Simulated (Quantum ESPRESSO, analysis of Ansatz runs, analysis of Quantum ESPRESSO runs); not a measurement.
# Local vibrational mode of the vacancy with four H in Ge (PBE) (Quantum ESPRESSO), part 2 of 2

Aim: the local vibrational mode of the vacancy with four H in Ge, to be set beside the measurement. Set-up: PBE, GBRV 1.5 PBE, 32-site cell, PBE lattice, k: 2x2x2 shifted. The model is a cell of 32 host atoms with 1 Ge taken out and 4 H put in. The frequencies come from force constants among the defect atom and its neighbours, with the masses of the isotopes named. A local or semilocal functional is the cheapest first rung.

Quantum ESPRESSO 7.5; PBE, GBRV 1.5 PBE, 32-site cell, PBE lattice, k: 2x2x2 shifted.

So far. Step 2 (Relaxation, charge 0): Neighbours of the added atoms: H32: Ge22 1.55, H34 1.84, H33 1.84 Å; H33: Ge25 1.55, H34 1.84, H32 1.84 Å; H34: Ge26 1.55, H33 1.84, H32 1.84 Å; H35: Ge31 1.55, H33 1.84, H32 1.84 Å.

### 3. Atom Ge22 moved by 0.015 A along x

Force constants come from the forces after small displacements; symmetry gives the rest. One such run is shown.

This step: Quantum ESPRESSO plane-wave DFT, PBE, GBRV 1.5 PBE potentials; single point of a defect supercell.

Input file pw.in:

```
&CONTROL
  calculation = 'scf'
  prefix = 'pwscf'
  outdir = './tmp'
  pseudo_dir = './pseudo'
  tprnfor = .true.
  disk_io = 'low'
/
&SYSTEM
  ibrav = 0
  nat = 35
  ntyp = 2
  ecutwfc = 45
  ecutrho = 360
  nbnd = 223
  occupations = 'smearing'
  smearing = 'fd'
  degauss = 0.00073499
/
&ELECTRONS
  conv_thr = 1d-10
  electron_maxstep = 100
  mixing_beta = 0.5
/
ATOMIC_SPECIES
Ge    72.6300 ge_pbe_v1.4.uspp.F.UPF
H      1.0080 h_pbe_v1.4.uspp.F.UPF
CELL_PARAMETERS angstrom
  -5.7552132298    5.7552132298    5.7552132298
   5.7552132298   -5.7552132298    5.7552132298
   5.7552132298    5.7552132298   -5.7552132298
ATOMIC_POSITIONS crystal
Ge     0.0000000000    0.0000000000    0.5000000000
Ge    -0.0046546117    0.2476394074    0.2476394074
[... 3 atom lines left out ...]
Ge     0.2476394074    0.2476394074   -0.0046546117
[... 4 atom lines left out ...]
Ge     0.5000000000    0.7523605926    0.2477059809
Ge     0.7522940191    0.0046546117    0.7522940191
[... 2 atom lines left out ...]
Ge     0.7522940191    0.7522940191    0.0046546117
[... 6 atom lines left out ...]
Ge     0.2316600056    0.5013031663    0.5013031663
[... 2 atom lines left out ...]
Ge     0.5000000000    0.2316600056    0.5000000000
Ge     0.5000000000    0.5000000000    0.2316600056
[... 4 atom lines left out ...]
Ge     0.7683399944    0.7683399944    0.7683399944
H      0.3867256034    0.5000000000    0.5000000000
H      0.5000000000    0.3867256034    0.5000000000
H      0.5000000000    0.5000000000    0.3867256034
H      0.6132743966    0.6132743966    0.6132743966
K_POINTS automatic
2 2 2 1 1 1
```

On the command line:

```sh
$ OMP_NUM_THREADS=1 pw.x -in pw.in > pw.out
```

What it wrote:

```text
[banner, memory and clock lines left out]
          URL

     Message from routine setup:
     using ibrav=0 with symmetry is DISCOURAGED, use correct ibrav instead

     G-vector sticks info

     bravais-lattice index     =            0
     lattice parameter (alat)  =      18.8374  a.u.
     unit-cell volume          =    5145.6572 (a.u.)^3
     number of atoms/cell      =           35
     number of atomic types    =            2
     number of electrons       =       438.00
     number of Kohn-Sham states=          223
     kinetic-energy cutoff     =      45.0000  Ry
     charge density cutoff     =     360.0000  Ry
     scf convergence threshold =      1.0E-10
     mixing beta               =       0.5000
     number of iterations used =            8  plain     mixing
     Exchange-correlation=  SLA  PW   PBX  PBC
                           (   1   4   3   4   0   0   0)

     celldm(1)=  18.837398  celldm(2)=   0.000000  celldm(3)=   0.000000
     celldm(4)=   0.000000  celldm(5)=   0.000000  celldm(6)=   0.000000

     crystal axes: (cart. coord. in units of alat)
               a(1) = (  -0.577350   0.577350   0.577350 )
               a(2) = (   0.577350  -0.577350   0.577350 )
               a(3) = (   0.577350   0.577350  -0.577350 )

     reciprocal axes: (cart. coord. in units 2 pi/alat)
               b(1) = ( -0.000000  0.866025  0.866025 )
               b(2) = (  0.866025 -0.000000  0.866025 )
               b(3) = (  0.866025  0.866025  0.000000 )

     PseudoPot. # 1 for Ge read from file:
     ge_pbe_v1.4.uspp.F.UPF
     Pseudo is Ultrasoft + core correction, Zval = 14.0
     Generated by new atomic code, or converted to UPF format
     Using radial grid of  873 points,  6 beta functions with:
                l(1) =   0
                l(2) =   0
                l(3) =   1
                l(4) =   1
                l(5) =   2
                l(6) =   2
     Q(r) pseudized with  8 coefficients,  rinner =    1.400   1.400   1.400
                                                       1.400   1.400

     PseudoPot. # 2 for H  read from file:
     h_pbe_v1.4.uspp.F.UPF
     Pseudo is Ultrasoft, Zval =  1.0
     Generated by new atomic code, or converted to UPF format
     Using radial grid of  615 points,  2 beta functions with:
                l(1) =   0
                l(2) =   0
     Q(r) pseudized with  8 coefficients,  rinner =    0.700

     atomic species   valence    mass     pseudopotential
     Ge               14.00    72.63000     Ge( 1.00)
     H                 1.00     1.00800     H ( 1.00)

      2 Sym. Ops. (no inversion) found

   Cartesian axes

     site n.     atom                  positions (alat units)
         1        Ge     tau(   1) = (   0.2886751   0.2886751  -0.2886751  )
         2        Ge     tau(   2) = (   0.2886367  -0.0026873  -0.0026873  )
         3        Ge     tau(   3) = (   0.2886751  -0.2886751   0.2886751  )
         4        Ge     tau(   4) = (   0.8659870   0.0026873   0.0026873  )
         5        Ge     tau(   5) = (  -0.0026873   0.2886367  -0.0026873  )
         6        Ge     tau(   6) = (  -0.0026873  -0.0026873   0.2886367  )
         7        Ge     tau(   7) = (   0.5800376   0.2887136  -0.0026873  )
         8        Ge     tau(   8) = (   0.5800376  -0.0026873   0.2887136  )
         9        Ge     tau(   9) = (  -0.2886751   0.2886751   0.2886751  )
        10        Ge     tau(  10) = (   0.2887136   0.5800376  -0.0026873  )
[...]
27        Ge     tau(  27) = (   0.1447511  -0.1456616   0.7230119  )
        28        Ge     tau(  28) = (  -0.1456616   0.7230119   0.1447511  )
        29        Ge     tau(  29) = (  -0.1447511   0.4316886   0.4316886  )
        30        Ge     tau(  30) = (  -0.1456616   0.1447511   0.7230119  )
        31        Ge     tau(  31) = (   0.4436013   0.4436013   0.4436013  )
        32        H      tau(  32) = (   0.3540741   0.2232761   0.2232761  )
        33        H      tau(  33) = (   0.2232761   0.3540741   0.2232761  )
        34        H      tau(  34) = (   0.2232761   0.2232761   0.3540741  )
        35        H      tau(  35) = (   0.3540741   0.3540741   0.3540741  )

     number of k points=     3  Fermi-Dirac smearing, width (Ry)=  0.0007
                       cart. coord. in units 2pi/alat
        k(    1) = (   0.4330127   0.4330127   0.4330127), wk =   0.5000000
        k(    2) = (   0.0000000   0.0000000   0.4330127), wk =   1.0000000
        k(    3) = (   0.4330127   0.0000000   0.0000000), wk =   0.5000000

     Dense  grid:   593593 G-vectors     FFT dimensions: ( 120, 120, 120)

     Smooth grid:   209883 G-vectors     FFT dimensions: (  81,  81,  81)

     Initial potential from superposition of free atoms

     starting charge     437.9729, renormalised to     438.0000
     Starting wfcs are  283 randomized atomic wfcs

     Self-consistent Calculation

     iteration #  1     ecut=    45.00 Ry     beta= 0.50
     Davidson diagonalization with overlap
     ethr =  1.00E-02,  avg # of iterations =  2.0

     Threshold (ethr) on eigenvalues was too large:
     Diagonalizing with lowered threshold

     Davidson diagonalization with overlap
     ethr =  1.55E-04,  avg # of iterations =  2.0

     total energy              =   -6627.70244624 Ry
     estimated scf accuracy    <       0.71684219 Ry

     iteration #  2     ecut=    45.00 Ry     beta= 0.50
     Davidson diagonalization with overlap
     ethr =  1.64E-04,  avg # of iterations =  2.0

     total energy              =   -6627.71548243 Ry
     estimated scf accuracy    <       0.14488295 Ry

     iteration #  3     ecut=    45.00 Ry     beta= 0.50
     Davidson diagonalization with overlap
     ethr =  3.31E-05,  avg # of iterations =  5.7

     total energy              =   -6627.72220145 Ry
     estimated scf accuracy    <       0.04119666 Ry

     iteration #  4     ecut=    45.00 Ry     beta= 0.50
     Davidson diagonalization with overlap
     ethr =  9.41E-06,  avg # of iterations =  3.7

     total energy              =   -6627.72924497 Ry
     estimated scf accuracy    <       0.00190409 Ry

     iteration #  5     ecut=    45.00 Ry     beta= 0.50
     Davidson diagonalization with overlap
     ethr =  4.35E-07,  avg # of iterations =  3.0

     total energy              =   -6627.72955587 Ry
     estimated scf accuracy    <       0.00015592 Ry

     iteration #  6     ecut=    45.00 Ry     beta= 0.50
     Davidson diagonalization with overlap
     ethr =  3.56E-08,  avg # of iterations =  4.0

     total energy              =   -6627.72959007 Ry
     estimated scf accuracy    <       0.00003495 Ry

     iteration #  7     ecut=    45.00 Ry     beta= 0.50
     Davidson diagonalization with overlap
     ethr =  7.98E-09,  avg # of iterations =  3.3

     total energy              =   -6627.72959961 Ry
     estimated scf accuracy    <       0.00000322 Ry

     iteration #  8     ecut=    45.00 Ry     beta= 0.50
     Davidson diagonalization with overlap
     ethr =  7.36E-10,  avg # of iterations =  3.0

     total energy              =   -6627.72960067 Ry
     estimated scf accuracy    <       0.00000034 Ry

     iteration #  9     ecut=    45.00 Ry     beta= 0.50
     Davidson diagonalization with overlap
     ethr =  7.87E-11,  avg # of iterations =  4.7

     total energy              =   -6627.72960088 Ry
     estimated scf accuracy    <       0.00000018 Ry

     iteration # 10     ecut=    45.00 Ry     beta= 0.50
     Davidson diagonalization with overlap
     ethr =  4.07E-11,  avg # of iterations =  3.3

     total energy              =   -6627.72960091 Ry
     estimated scf accuracy    <       0.00000002 Ry

     iteration # 11     ecut=    45.00 Ry     beta= 0.50
     Davidson diagonalization with overlap
     ethr =  4.98E-12,  avg # of iterations =  4.0

     total energy              =   -6627.72960092 Ry
     estimated scf accuracy    <          4.1E-09 Ry

     iteration # 12     ecut=    45.00 Ry     beta= 0.50
     Davidson diagonalization with overlap
     ethr =  9.40E-13,  avg # of iterations =  3.0

     total energy              =   -6627.72960092 Ry
     estimated scf accuracy    <          6.2E-10 Ry

     iteration # 13     ecut=    45.00 Ry     beta= 0.50
     Davidson diagonalization with overlap
     ethr =  1.43E-13,  avg # of iterations =  3.3

     End of self-consistent calculation

          k = 0.4330 0.4330 0.4330 ( 26284 PWs)   bands (ev):

   -17.2630 -17.2613 -17.2611 -17.2604 -17.2580 -17.2580 -17.2571 -17.2559
   -17.2550 -17.2539 -17.2538 -17.2531 -17.2488 -17.2483 -17.2479 -17.2456
   -17.2398 -17.2394 -17.2393 -17.2390 -17.2388 -17.2301 -17.2299 -17.2296
   -17.2231 -17.2216 -17.2212 -17.2209 -17.2208 -17.2145 -17.2133 -17.2127
   -17.2117 -17.1900 -17.1899 -17.1894 -17.1755 -17.1749 -17.1746 -17.1688
   -17.1685 -17.1681 -17.1654 -17.1654 -17.1629 -17.1576 -17.1573 -17.1571
   -17.1562 -17.1560 -17.1555 -17.1452 -17.1445 -17.1300 -17.1289 -17.1286
   -17.1283 -17.1239 -17.1239 -17.1237 -17.1133 -17.1133 -17.1129 -17.1045
   -17.1040 -17.1040 -17.1037 -17.1032 -17.1032 -17.1026 -17.1024 -17.1021
   -17.0928 -17.0923 -17.0921 -17.0915 -17.0914 -17.0911 -17.0832 -17.0830
[...]
6.6572   6.6595   6.6613   8.0666   8.0671   8.0705   8.3050

          k = 0.0000 0.0000 0.4330 ( 26259 PWs)   bands (ev):

[...]
6.1904   6.6367   6.6371   8.2367   8.7751   8.7768   8.9138

          k = 0.4330 0.0000 0.0000 ( 26259 PWs)   bands (ev):

[...]
0.0923   0.5087   0.5109   0.5164   0.5815   0.9897   2.0580   2.0639
     2.1816   2.5510   3.4008   3.4026   3.4307   3.5889   4.0097   4.1140
     4.1149   4.2213   4.5633   4.6069   4.6106   4.7864   4.7892   4.7956
     4.7960   4.8569   4.8616   4.8975   4.9094   5.0146   5.0178   5.0339
     5.1602   5.8237   5.9114   5.9136   5.9891   6.0319   6.0354   6.0557
     6.1853   6.6343   6.6382   8.2357   8.7735   8.7764   8.9135

     the Fermi energy is     7.3652 ev

!    total energy              =   -6627.72960092 Ry
     estimated scf accuracy    <          4.0E-11 Ry
     smearing contrib. (-TS)   =       0.00000000 Ry
     internal energy E=F+TS    =   -6627.72960092 Ry

     The total energy is F=E-TS. E is the sum of the following terms:
     one-electron contribution =   -4519.58022152 Ry
     hartree contribution      =    2650.81096272 Ry
     xc contribution           =   -1810.02457901 Ry
     ewald contribution        =   -2948.93576311 Ry

     convergence has been achieved in  13 iterations

     Forces acting on atoms (cartesian axes, Ry/au):

     atom    1 type  1   force =    -0.00002380   -0.00003173   -0.00003105
     atom    2 type  1   force =     0.00197558    0.00119939    0.00119939
     atom    3 type  1   force =    -0.00002380   -0.00003105   -0.00003173
     atom    4 type  1   force =     0.00025754   -0.00011387   -0.00011387
     atom    5 type  1   force =     0.00024565    0.00022782    0.00009303
     atom    6 type  1   force =     0.00024565    0.00009303    0.00022782
     atom    7 type  1   force =     0.00141957    0.00105354   -0.00097555
     atom    8 type  1   force =     0.00141957   -0.00097555    0.00105354
     atom    9 type  1   force =     0.00010788   -0.00002633   -0.00002633
     atom   10 type  1   force =    -0.00022780   -0.00009975    0.00015085
[...]
atom   31 type  1   force =     0.00026913    0.00032976    0.00032976
     atom   32 type  2   force =     0.00324522   -0.00276078   -0.00276078
     atom   33 type  2   force =    -0.00017699    0.00016337   -0.00027640
     atom   34 type  2   force =    -0.00017699   -0.00027640    0.00016337
     atom   35 type  2   force =     0.00028413    0.00024548    0.00024548

     Total force =     0.010268     Total SCF correction =     0.000031
```

It took 30 min on 1 thread of Arm Neoverse V1, shared host; peak memory 3.3 GiB.

At this level the gap is 1.41 eV on the k-mesh of the self-consistent run, which can miss the band edges.

### 4. Local vibrational modes

Analysis of the runs above: force constants by central differences of Quantum ESPRESSO plane-wave DFT, PBE, GBRV 1.5 PBE potentials forces among the atoms nearest to a defect, the others at rest.

The modes with the largest weight on the probed atoms (the light atom of a pair), for the masses of each isotope. Modes of the displaced atoms (local only where they lie over the host's phonons):

```
isotopes  mode (cm⁻¹)  share of the defect atoms
       H         2040                      0.989
       H         2013                      0.988
       H         2013                      0.988
       H         2013                      0.988
       H        540.7                      0.991
       H        540.7                      0.991
       H        540.7                      0.991
       H        525.4                      0.991
       H        525.4                      0.991
       H        480.5                      0.978
       H        480.5                      0.978
       H        480.5                      0.978
       D         1451                      0.978
       D         1433                      0.975
       D         1433                      0.975
       D         1433                      0.975
       D        384.5                      0.976
       D        384.5                      0.976
       D        384.5                      0.976
       D        373.6                      0.975
       D        373.6                      0.975
       D        344.5                      0.936
       D        344.5                      0.936
       D        344.5                      0.936
```

### 5. Outcome

| Property | Result |
| --- | --- |
| distance from the defect atom to its nearest neighbour | 1.546 Å |
| Ge-H stretch, T2 | 2013 cm⁻¹ |

Ge-H stretch, T2: computed 2013 cm⁻¹, measured 2061.5 cm⁻¹; 48 cm⁻¹ (2 %) below the measurement. The computed value is harmonic, while the measured line is the anharmonic fundamental, which for X–H stretches usually lies a few per cent lower. Only the named neighbours move, so modes near the host's band are approximate.

[Logs are printed without paths, hosts, clocks, repeated set-up lines and the standing remarks that a program may print on its own settings, such as how far it seeks lower states.]

[Hosts, paths, dates, database ids (printed as entryN), source tags and the programs' standing remarks are cut or masked in the printed files.]

[For some hosts the program warned that the k-mesh of the response run may be too coarse for force constants and the static dielectric constant; such warnings are not shown here.]
